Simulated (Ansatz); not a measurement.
# From PBE to G0W0: NaF (Villiaumite), part 2 of 2

Wanted: the gap of NaF (Villiaumite) with a many-body correction, and the time that it takes.

Ansatz 0.2.0; PBE, then G0W0 on it, plane waves, PAW. Known limits of the many-body steps: finite bands, screening cutoff and k mesh; no spin-orbit coupling in G0W0.

So far. Step 2 (The PBE band structure): Over mesh and path the gap is 6.365 eV, direct, at k = Γ.

The database entry behind the starting cell differs from later determinations by our own check (0.1 to 0.3 % short, probably kX units), so it need not match the best structure at ambient conditions.

In doubt: masses and optical values from hybrid runs of this build are listed as unsure (in some of the runs), which bears on the screening that GW takes from such a start.

## Step 3: G0W0 on the 6×6×6 mesh

G0W0 replaces the xc potential by a self-energy built once from the orbitals of the start. Levels are corrected in the window of bands that the input names, at points of the mesh.

This step: G0W0 on PBE, plane waves, PAW; PAW set soft_1.

The input, input.yaml:

```yaml
crystal:
  lattice:
    - [0.0, 2.31, 2.31]
    - [2.31, 0.0, 2.31]
    - [2.31, 2.31, 0.0]
  atoms:
    - { symbol: Na, position: [0.0, 0.0, 0.0] }
    - { symbol: F, position: [0.5, 0.5, 0.5] }
kpoints:
  mp_grid: { grid: [6, 6, 6] }
hamiltonian:
  xc: pbe
  pseudopotentials: { kind: paw, azcp: { folder: soft_1 } }
scf:
  occupations: { method: fixed }
gw:
  n_empty_bands: 158
  ecut_chi: 200.0
  qp_bands: [v2, c2]
  qp_kpoints: band_edges
  screening: { model: contour_deformation }
```

Started as:

```console
$ ansatz run input.yaml --threads 24 --pin off --max-ram 82944MiB --backend cuda --events-out ev --progress --plain --runs-dir out --devices 1 --max-vram 78GiB
```

Numbers of over 12 decimals in the logs are rounded to 6 here.

Log:

```text
GPUs: using 1 of 1 available (devices: 1).
[...]
Crystal: 2 atoms, lattice volume = 24.653 Å³
Basis set: ecut = 420 eV, 531 PW (Γ)
Bands: 12, of which v1, the nominal top of the filled ones, is band 8 counted from 1 (7 counted from 0)
Symmetry: 48 space group operations
[...]
k-points: 16 of 216
[...]
SCF iter   1: F=—  HF=-2299.953494 eV  |F-HF|=—  |Δ(HF+E_count)|=         —  Δρ=2.03e-1  dr2=7.17e0  ethr=3.10e-3  ⟨swp⟩=4.2  Hψ=1095  notcnv=0  defer=22
[...]
SCF iter   7: F=-2297.425036 eV  HF=-2297.425036 eV  |F-HF|=4.96e-10  |Δ(HF+E_count)|=   1.05e-5  Δρ=9.82e-6  dr2=1.69e-8  ethr=6.25e-10  ⟨swp⟩=4.6  Hψ=1046  notcnv=0
SCF 1 converged in 7 iterations: F = -2297.425036 eV  dr2 = 1.69e-8
[...]
NSCF: frozen V_eff on 16 k-points, pencils in batches of 32, up to order 48
the band table was solved once the SCF had ended and its energy, with any forces and stress, was formed, with the checks that follow a solve (1191 applications of the Hamiltonian). They found nothing against the state; the energy, forces and stress were not computed again (output.eigenvalues in the input reference)
[...]
NSCF: frozen V_eff on 16 k-points
G₀W₀ screening: q 1/16
[... further progress lines ...]
[...]
SCF converged after 7 iterations
Free energy (F): -2297.425036 eV
[...]
Internal energy: -2297.425036 eV  (E = F + TS)
E sigma→0 (E₀):  -2297.425036 eV
Fermi energy:    0.984376 eV
[...]
0    10     20.0310    -2.1587    -3.5221    -7.2049  0.8764    21.5794    21.5551  root
     1     7      0.9191   -31.3538     5.0803   -23.4810  0.8006    -1.9637    -1.8734  root
     1     8      0.9191   -31.3538     5.0803   -23.4810  0.8006    -1.9637    -1.8734  root
     1     9      8.2802    -7.0267    -2.7371   -11.3228  0.8898     9.8513     9.8393  root
     1    10     17.5562    -2.8028    -3.4149    -7.6641  0.8728    19.0207    19.0027  root
     2     7      0.7905   -31.1062     5.0886   -23.1940  0.8001    -2.1276    -2.0331  root
     2     8      0.7905   -31.1062     5.0886   -23.1940  0.8001    -2.1276    -2.0331  root
     2     9     10.2725    -7.2408    -2.8516   -11.8001  0.8835    11.9974    11.9802  root
     2    10     15.0487    -5.1300    -3.2622   -10.0859  0.8728    16.7682    16.7423  root
     3     7      0.7275   -30.9869     5.0929   -23.0555  0.7998    -2.2075    -2.1110  root
     3     8      0.7275   -30.9869     5.0929   -23.0555  0.7998    -2.2075    -2.1110  root
     3     9     11.8305    -5.0201    -3.0353    -9.6235  0.8899    13.4142    13.3986  root
     3    10     13.5438    -8.4641    -3.1388   -13.6387  0.8622    15.6185    15.5795  root
     4     7      0.8739   -31.2909     5.0788   -23.4089  0.8007    -2.0209    -1.9294  root
     4     8      0.8739   -31.2909     5.0788   -23.4089  0.8007    -2.0209    -1.9294  root
     4     9      8.5659    -7.2396    -2.7378   -11.5705  0.8881    10.1719    10.1590  root
     4    10     17.3446    -1.8571    -3.3640    -6.5091  0.8796    18.6468    18.6326  root
     5     7      0.7174   -30.9605     5.0767   -23.0450  0.8004    -2.2176    -2.1213  root
     5     8      0.7588   -31.0896     5.0854   -23.1733  0.8003    -2.1673    -2.0721  root
     5     9     10.1859    -7.6382    -2.8304   -12.2097  0.8817    11.9449    11.9271  root
     5    10     15.5766    -3.3872    -3.2647    -8.1160  0.8796    17.0582    17.0406  root
     6     7      0.5349   -30.5704     5.0661   -22.6281  0.8002    -2.4429    -2.3412  root ?
     6     8      0.6887   -30.9489     5.0928   -23.0087  0.7999    -2.2564    -2.1588  root
     6     9     12.1599    -6.2334    -3.0249   -10.9730  0.8818    13.8947    13.8745  root
     6    10     13.9327    -6.8799    -3.1637   -11.9075  0.8688    15.8275    15.7966  root
     7     7      0.5231   -30.5587     5.0607   -22.6195  0.8005    -2.4572    -2.3553  root ?
     7     8      0.7312   -31.0009     5.0933   -23.0700  0.7998    -2.2028    -2.1064  root
     7     9     11.5202    -7.0652    -2.9522   -11.7845  0.8799    13.3080    13.2873  root
     7    10     14.5215    -5.7835    -3.2070   -10.7376  0.8717    16.2958    16.2686  root
     8     7      0.7266   -30.9826     5.0694   -23.0771  0.8007    -2.2052    -2.1095  root
     8     8      0.8464   -31.2040     5.0874   -23.3064  0.8002    -2.0566    -1.9639  root
     8     9      9.5358    -7.5976    -2.7757   -12.0590  0.8839    11.2372    11.2215  root
     8    10     16.1527    -3.3859    -3.3110    -8.1746  0.8767    17.6499    17.6305  root
     9     7      0.6699   -30.9777     5.0879   -23.0386  0.8003    -2.2791    -2.1813  root
     9     8      0.6699   -30.9777     5.0879   -23.0386  0.8003    -2.2791    -2.1813  root
     9     9     11.2185    -7.6708    -2.9379   -12.4414  0.8780    13.0732    13.0511  root
     9    10     15.0984    -1.9318    -3.2060    -6.3811  0.8900    16.3530    16.3417  root
    10     7      0.4187   -30.4168     5.0628   -22.4550  0.8003    -2.5852    -2.4802  root ?
    10     8      0.6128   -30.8812     5.0932   -22.9237  0.8001    -2.3511    -2.2514  root
    10     9     13.0164    -7.2899    -3.1063   -12.2917  0.8724    14.9409    14.9118  root
    10    10     14.3910    -3.5743    -3.1591    -8.1767  0.8840    15.8498    15.8342  root
    11     7      0.0696   -29.7021     5.0277   -21.7113  0.8006    -3.0089    -2.8935  root ?
    11     8      0.6424   -30.8883     5.0955   -22.9350  0.7998    -2.3145    -2.2154  root
    11     9     13.2471    -6.1729    -3.0896   -11.0050  0.8764    15.0131    14.9897  root
    11    10     14.4022    -6.4621    -3.1770   -11.4412  0.8674    16.2341    16.2043  root
    12     7      0.5760   -30.8507     5.0939   -22.8840  0.8002    -2.3974    -2.2967  root ?
    12     8      0.5760   -30.8507     5.0939   -22.8840  0.8002    -2.3974    -2.2967  root ?
    12     9     14.2183    -8.0587    -3.1906   -13.2343  0.8584    16.2443    16.2032  root
    12    10     14.3361    -1.9761    -3.1520    -6.3558  0.8929    15.5739    15.5638  root
    13     7      0.4556   -30.4758     5.0594   -22.5234  0.8006    -2.5411    -2.4374  root ?
    13     8      0.6462   -30.8544     5.0861   -22.9136  0.8000    -2.3072    -2.2085  root
    13     9     11.8467    -7.5265    -2.9777   -12.3467  0.8762    13.7129    13.6891  root
    13    10     14.8047    -4.1564    -3.1947    -8.8812  0.8789    16.3539    16.3347  root
    14     7      0.2499   -30.0376     5.0417   -22.0651  0.8005    -2.7908    -2.6809  root ?
    14     8      0.5682   -30.7069     5.0836   -22.7528  0.7999    -2.4033    -2.3023  root ?
    14     9     13.4585    -5.7766    -3.1102   -10.5897  0.8776    15.1840    15.1614  root
    14    10     13.9730    -6.9906    -3.1575   -12.0212  0.8679    15.8771    15.8460  root
```

Run time: 3.2 s. Hardware: 1 × NVIDIA GB200 (shared by 2 runs) with 24 threads of Arm Neoverse V2, shared host; peak memory 1.1 GiB.

Numbers from this step:

| Item | Value |
| --- | --- |
| bands summed | 166 |
| RPA ε∞ on this mesh (eigenvalues) | 1.801, 1.801, 1.801 |
| plane waves in the screening matrix | 169 |
| q-points in the mesh | 216 |
| G0W0 gap over the corrected points | 10.60 eV |
| k of the valence top | 0, 0, 0 |
| k of the conduction bottom | 0, 0, 0 |
| starting gap on the mesh | 6.365 eV |
| Z at the valence top | 0.8008 |
| Z at the conduction bottom | 0.8962 |
| least direct G0W0 gap over the corrected points | 10.60 eV |

Over 15 of 16 irreducible mesh points the G0W0 gap is 10.602 eV, direct, at k = Γ. The PBE gap of this run on the mesh is 6.365 eV. The two states that bound the G0W0 gap lie that far apart at the start, so the correction of the gap is 10.602 − 6.365 = +4.237 eV. The start of this run differs from the step before in mesh (8×8×8 and 6×6×6). The program marks 9 of the 60 corrected levels as in doubt (energies apart), neither edge state among them.

Labels follow the order of the start: v1 is the top filled band, c1 the lowest empty one; levels that stay degenerate share a row, the window can cut a multiplet, doubted levels are not marked in this list, bands outside the window were not corrected, and the list may be a part of the corrected levels. Levels before and after the correction, in eV, zero at the valence-band top of each column:

|  | conduction bottom | valence top |
| --- | --- | --- |
| Kohn-Sham | 6.36 | 0.00 |
| G0W0 | 10.60 | 0.00 |

|  | level | occupation | energy (eV) |
| --- | --- | --- | --- |
| Kohn-Sham | Γ v2-v1 | 2 | 0.000 |
| Kohn-Sham | Γ c1 | 0 | 6.365 |
| Kohn-Sham | Γ c2 | 0 | 19.047 |
| G0W0 | Γ v2-v1 | 2 | 0.000 |
| G0W0 | Γ c1 | 0 | 10.601 |
| G0W0 | Γ c2 | 0 | 23.346 |

The parts of the quasiparticle energy for the two states that bound the G0W0 gap, in eV on the run's own scale (QP = start + Σx + Σc − Vxc, with Σc at the quasiparticle energy):

| edge | k | band | start | Σx | Σc | Vxc | Z | QP |
| --- | --- | --- | --- | --- | --- | --- | --- | --- |
| valence top | Γ | 7 | 0.984 | −31.484 | 5.076 | −23.633 | 0.801 | −1.790 |
| conduction bottom | Γ | 9 | 7.349 | −5.982 | −2.806 | −10.250 | 0.896 | 8.811 |

## Step 4: The runs together

Each gap is the least one over the points named; times are wall times on shared hosts, not benchmarks. A G0W0 time includes the run's own self-consistent start. Rows marked * are further runs, not shown as steps, whose inputs differ from the G0W0 step on the same start in the columns given; solver thresholds can differ too.

| level | mesh | files, cutoff | bands summed, screening | points | gap (eV) | valence top | conduction bottom | least direct gap (eV) | time |
| --- | --- | --- | --- | --- | --- | --- | --- | --- | --- |
| PBE | 8×8×8 | soft_1 PAW, 420 eV | - | mesh and path | 6.365 | Γ | Γ | 6.365 | 1.5 s |
| G0W0@PBE* | 6×6×6 | soft_1 PAW, 420 eV | 34, 60 eV | 15 of 16 irreducible mesh points | 10.528 | Γ | Γ | 10.528 | 2.5 s |
| G0W0@PBE* | 6×6×6 | soft_1 PAW, 420 eV | 81, 120 eV | 15 of 16 irreducible mesh points | 10.422 | Γ | Γ | 10.422 | 2.4 s |
| G0W0@PBE | 6×6×6 | soft_1 PAW, 420 eV | 166, 200 eV | 15 of 16 irreducible mesh points | 10.602 | Γ | Γ | 10.602 | 3.2 s |
| G0W0@PBE* | 4×4×4 | soft_1 PAW, 420 eV | 81, 120 eV | 7 of 8 irreducible mesh points | 10.440 | Γ | Γ | 10.440 | 1.4 s |
| G0W0@PBE* | 6×6×6 | soft_1 PAW, 420 eV | 81, 120 eV, plasmon pole | 15 of 16 irreducible mesh points | 10.484 | Γ | Γ | 10.484 | 2.9 s |

## Step 5: Summary of results

```json
{
  "PBE gap over mesh and path": "6.365 eV, direct, at k = Γ",
  "G0W0@PBE gap over 15 of 16 irreducible mesh points": "10.602 eV, direct, at k = Γ",
  "GW settings": "6×6×6 mesh, 158 empty bands, screening to 200 eV, PAW set soft_1 files",
  "known limits": "finite bands, screening cutoff and k mesh; no spin-orbit coupling in G0W0"
}
```

What this shows: Over 15 of 16 irreducible mesh points the G0W0 gap is 10.602 eV, direct, at k = Γ. The PBE gap of this run on the mesh is 6.365 eV. The two states that bound the G0W0 gap lie that far apart at the start, so the correction of the gap is 10.602 − 6.365 = +4.237 eV. The valence state moves by −1.790 − 0.984 = −2.774 eV and the conduction state by 8.811 − 7.349 = +1.462 eV, on the run's own scale; with 34 bands the edge states move by −2.665 and +1.497 eV, so the split between the edges depends on the bands and cutoff. Both edges that PBE shows over mesh and path lie at k points where levels were corrected. Levels at other points were not corrected, so a lower G0W0 gap elsewhere in the zone is not ruled out. From 34 bands and 60 eV to 166 bands and 200 eV the gap moves by 10.602 − 10.528 = +0.074 eV (rung by rung 10.528, 10.422, 10.602 eV); bands and screening cutoff rise together, so their parts are not told apart. The gap turns back along the series (10.528, 10.422, 10.602 eV), so no line is drawn and the limit is not known. With the 4×4×4 mesh in place of the 6×6×6 mesh and all else as in the G0W0@PBE row with 81 bands, the gap differs by 10.440 − 10.422 = +0.018 eV, and that of the start by 6.364 − 6.365 = −0.001 eV. With the plasmon pole model in place of the contour deformation model and all else as in the G0W0@PBE row with 81 bands, the gap differs by 10.484 − 10.422 = +0.062 eV. G0W0 on other starts in this series, not shown as steps and not all at these settings: 11.463 eV on HSE06 (6×6×6, soft_1 PAW, 81 bands, 120 eV) and 11.687 eV on PBE0 (6×6×6, soft_1 PAW, 81 bands, 120 eV). For the G0W0 step: the program marks 9 of the 60 corrected levels as in doubt (energies apart), neither edge state among them. The G0W0 runs are scalar-relativistic. G0W0@PBE runs of this series with other atomic data on the same mesh, not shown as steps, give 10.390 eV (hard PAW, 1050 eV, 81 bands, screening to 120 eV; the table's row with the same empty bands and screening cutoff has 10.422 eV); where bands and cutoffs differ too, the part of the files is not isolated.

[Paths, hosts, dates, memory and timing lines, banners, echoed tables and standing remarks are left out of the program output.]

[Logs are printed without paths, hosts, clocks, repeated set-up lines and the standing remarks that a program may print on its own settings, such as how far it seeks lower states.]

[Runs of the session that timed out or met a known fault of the program may be left out.]

[Cells called generated may have been cut or substituted from an entry of the Crystallography Open Database or the Materials Project.]

[Hosts, paths, dates, database ids (printed as entryN), source tags and the programs' standing remarks are cut or masked in the printed files.]

[Where an RPA ε∞ is given, it is that of the G0W0 mesh and is not shown converged in it. Names of k-points follow the symmetry that the program found, which can be lower than the space group named. Band edges on a path are those of the sampled points; other points can move an edge, and change direct to indirect where valleys lie close.]

[Hybrid gaps are those of their k-mesh and are not shown converged in it.]
